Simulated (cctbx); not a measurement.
## Sm2Al3Ru with cctbx, script by script

Library: cctbx 2025.11.

## 1. Energy scan

run.py:

```python
from cctbx import adptbx, crystal, miller, xray
from cctbx.array_family import flex
from cctbx.eltbx import sasaki

cs = crystal.symmetry(unit_cell=(5.645, 5.645, 13.004, 90, 90, 120), space_group_symbol='Hall: -R 3 2"')  # R-3m
atoms = [  # label, site, U (iso, or U11 U22 U33 U12 U13 U23 in A^2), occupancy
    ("Sm1", (1/3, 2/3, 0.0423), (0.0074, 0.0074, 0.0044, 0.0037, 0.0000, -0.0000), 1),
    ("Ru1", (0, 0, 0), (0.0123, 0.0123, 0.0108, 0.0061, 0.0000, 0.0000), 1),
    ("Al1", (0.16667, 1/3, 0.83333), (0.0146, 0.0118, 0.0132, 0.0059, 0.0019, 0.0038), 1),
]
xs = xray.structure(crystal_symmetry=cs)
for label, site, u, occ in atoms:
    u = adptbx.u_cif_as_u_star(cs.unit_cell(), u) if isinstance(u, tuple) else u
    xs.add_scatterer(xray.scatterer(label, site=site, u=u, occupancy=occ))
hkl = [(2, 0, 2), (1, 0, 1), (2, 1, 4), (1, 2, 2)]
ms = miller.set(cs, flex.miller_index(hkl + [tuple(-v for v in h) for h in hkl]), anomalous_flag=True)
print("E (eV)    f'(Ru)   f''   " + "".join("%16s" % ("|F|" + " ".join(map(str, h))) for h in hkl))
for e in [21517, 21867, 21997, 22057, 22087, 22102, 22109, 22113, 22121, 22125, 22132, 22147, 22177, 22267, 22517]:
    xs.set_inelastic_form_factors(12398.42 / e, "sasaki")
    t = sasaki.table("Ru").at_ev(e)
    f = flex.abs(ms.structure_factors_from_scatterers(xs, algorithm="direct").f_calc().data())
    n = len(hkl)
    print("%7.0f %7.2f %6.2f  " % (e, t.fp(), t.fdp()) + "".join("%9.1f/%6.1f" % (f[k], f[k + n]) for k in range(n)))
```

```console
$ python run.py
```

```text
E (eV)    f'(Ru)   f''           |F|2 0 2        |F|1 0 1        |F|2 1 4        |F|1 2 2
  21517   -3.20   0.57      166.9/ 166.9     95.2/  95.2    194.1/ 194.1     56.9/  56.9
  21867   -3.94   0.55      164.8/ 164.8     97.3/  97.3    195.9/ 195.9     54.8/  54.8
  21997   -4.63   0.55      162.8/ 162.8     99.3/  99.3    197.8/ 197.8     52.9/  52.9
  22057   -5.29   0.55      160.9/ 160.9    101.2/ 101.2    199.5/ 199.5     51.1/  51.1
  22087   -5.94   0.54      159.0/ 159.0    103.2/ 103.2    201.3/ 201.3     49.3/  49.3
  22102   -6.58   0.54      157.2/ 157.2    105.0/ 105.0    203.0/ 203.0     47.5/  47.5
  22109   -7.13   0.54      155.6/ 155.6    106.7/ 106.7    204.5/ 204.5     46.0/  46.0
  22113   -7.70   0.54      154.0/ 154.0    108.3/ 108.3    206.1/ 206.1     44.4/  44.4
  22121   -8.62   3.66      151.7/ 151.7    110.8/ 110.8    208.3/ 208.3     43.0/  43.0
  22125   -7.54   3.66      154.8/ 154.8    107.6/ 107.6    205.4/ 205.4     46.0/  46.0
  22132   -6.78   3.66      157.0/ 157.0    105.3/ 105.3    203.3/ 203.3     48.0/  48.0
  22147   -6.03   3.66      159.1/ 159.1    103.1/ 103.1    201.2/ 201.2     50.1/  50.1
  22177   -5.30   3.65      161.2/ 161.2    100.9/ 100.9    199.2/ 199.2     52.0/  52.0
  22267   -4.35   3.62      163.9/ 163.9     98.1/  98.1    196.6/ 196.6     54.6/  54.6
  22517   -3.32   3.55      166.8/ 166.8     95.0/  95.0    193.7/ 193.7     57.4/  57.4
```

It took 0.21 s on 1 thread of Arm Neoverse V2, with other jobs on the host, peak memory 0.07 GiB.

[Logs are printed without paths, hosts, clocks, repeated set-up lines and the standing remarks that a program may print on its own settings, such as how far it seeks lower states.]
